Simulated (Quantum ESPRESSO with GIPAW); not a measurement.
# Na3ScF6: NMR parameters from first principles, part 2 of 2

Wanted: NMR shieldings for each site of Na3ScF6.

Quantum ESPRESSO with GIPAW; PBEsol.

So far. Step 2 (Ground state): It converged in 23 cycles to an estimated accuracy of 4e-12 Ry, on 8 irreducible k-points.

### Step 3. GIPAW: job nmr (continued)

Level of this step: DFT, PBEsol, plane-wave PAW (pslibrary 1.0.0 recipes), scalar-relativistic, GIPAW shieldings (Quantum ESPRESSO with GIPAW).

The f-sum rule is met to 0.013 of 136.5 (0.009 %). Converged shieldings require that this miss be small, but a small miss does not prove them.

From the symmetric part of each tensor, with principal values σ11 ≤ σ22 ≤ σ33: σ_iso is their mean, the span is σ33 − σ11 and the skew 3(σ_iso − σ22)/span. (gipaw.x prints an anisotropy in another convention.)

```
 site  atom no.  atoms in cell  σ_iso (ppm)  span (ppm)   skew
   Sc         1              2          745          27  -0.44
Na(1)         3              2        545.6        15.6  -0.11
Na(2)         5              4        555.6        15.1   0.75
 F(1)         9              4        205.4       248.8   0.93
 F(2)        13              4        214.2       238.2   0.94
 F(3)        17              4        212.3       246.1   0.95
```

The macroscopic shape term is switched off. For a spherical sample the valence susceptibility of this run would add about 6 ppm to every site, a rough estimate, since the susceptibility converges slowly and lacks part of the PAW terms. Differences within the crystal don't depend on it, but shieldings of different compounds can't be compared to better than a few ppm without it.

In this run the largest span is that of F(1) (site symmetry 1), with principal values 119.4, 128.4 and 368.3 ppm.

How the isotropic values are made up (ppm). The core part is that of the free atom's core; bare is the current of the smooth valence states; the last two are what the PAW spheres add to the diamagnetic and the paramagnetic current:

```
 site    core   bare  reconstruction, dia  reconstruction, para
   Sc  1336.1    6.9                 -9.5                -588.4
Na(1)   376.7  126.7                108.2                 -66.0
Na(2)   376.7  127.3                108.2                 -56.5
 F(1)   305.8   74.0                 43.2                -217.6
 F(2)   305.8   75.6                 43.2                -210.4
 F(3)   305.8   75.2                 43.1                -211.9
```

23Na and 45Sc also have a quadrupolar coupling here. It is not given: on PAW files the efg job of this gipaw.x leaves out the augmentation charge of neighbouring atoms and can miss by tens of per cent.

### Step 4. Sites, surroundings and shifts

Covalently bonded atoms count as neighbours within 1.18 times the sum of their radii. Otherwise a cation's neighbours lie within 1.2 times its shortest bond (1.3 for large cations, each anion's radius taken off where they differ), and an anion's are the cations that count it.

```
 site  atom no.  atoms in cell    surroundings     bonds (Å)  σ_iso (ppm)
   Sc         1              2            ScF6  2.00 to 2.02          745
Na(1)         3              2            NaF6  2.23 to 2.35        545.6
Na(2)         5              4            NaF7  2.30 to 2.76        555.6
 F(1)         9              4  bound to ScNa4  2.00 to 2.76        205.4
 F(2)        13              4  bound to ScNa3  2.02 to 2.35        214.2
 F(3)        17              4  bound to ScNa3  2.02 to 2.58        212.3
```

By surroundings the Na shieldings are 6-coordinate: 545.6; 7-coordinate: 555.6 ppm. By surroundings the F shieldings are 5-coordinate: 205.4; 4-coordinate: 212.3 to 214.2 ppm.

Simulated spectrum: 19F MAS at 25 kHz, 7.05 T (282.5 MHz), lines broadened by 2 ppm; the axis counts ppm from the isotropic position of F(2), as −Δσ; rigid lattice, with dipolar and J couplings left out. Lines over 1.5 % of the strongest (ppm: area): 185.8: 0.02, 178.8: 0.02, 177.0: 0.02, 97.3: 0.32, 90.4: 0.32, 88.5: 0.30, 8.8: 0.96, 1.9: 0.97, 0.0: 1.00, -79.7: 0.18, -86.6: 0.18, -88.5: 0.18, -168.2: 0.08, -175.1: 0.08, -177.0: 0.08. Spinning sidebands lie 88.5 ppm apart.

At this broadening the 3 sites give 2 resolved isotropic lines.

### Step 5. Outcome

```json
{
 "19F shielding without shape term": "205.4, 212.3, 214.2 ppm",
 "23Na shielding without shape term": "545.6, 555.6 ppm",
 "45Sc shielding without shape term": "745 ppm"
}
```

**Reading.** 19F has 3 sites, in the ratio 1:1:1: F(1) (bound to ScNa4) at a shielding of 205.4, F(3) (bound to ScNa3) at a shielding of 212.3 and F(2) (bound to ScNa3) at a shielding of 214.2 ppm, shape term left out. A shift needs a reference, δ = σ_ref − σ, fixed on measured compounds; for 19F of this kind at this level too few were at hand, or they scattered too widely about a line, so none is given. No sound run at another cutoff or mesh is at hand, so convergence rests on the f-sum rule and on experience with these files. Semilocal functionals place the empty 3d states of Sc too low, which is known to deshield neighbouring F too much. This build of gipaw.x prints that it is not audited and that its numbers are no references by themselves. It also reports spline_ps as false although the input sets it; why was not traced.

[Banner, clock, file and message-heading lines were taken out of the pw.x and gipaw.x logs.]

[Logs are printed without paths, hosts, clocks, repeated set-up lines and the standing remarks that a program may print on its own settings, such as how far it seeks lower states.]

[Hosts, paths, dates, database ids (printed as entryN), source tags and the programs' standing remarks are cut or masked in the printed files.]

[Where no reference line passes its bar on scatter, no shift is given, so a measured shift of this compound may stand uncompared.]
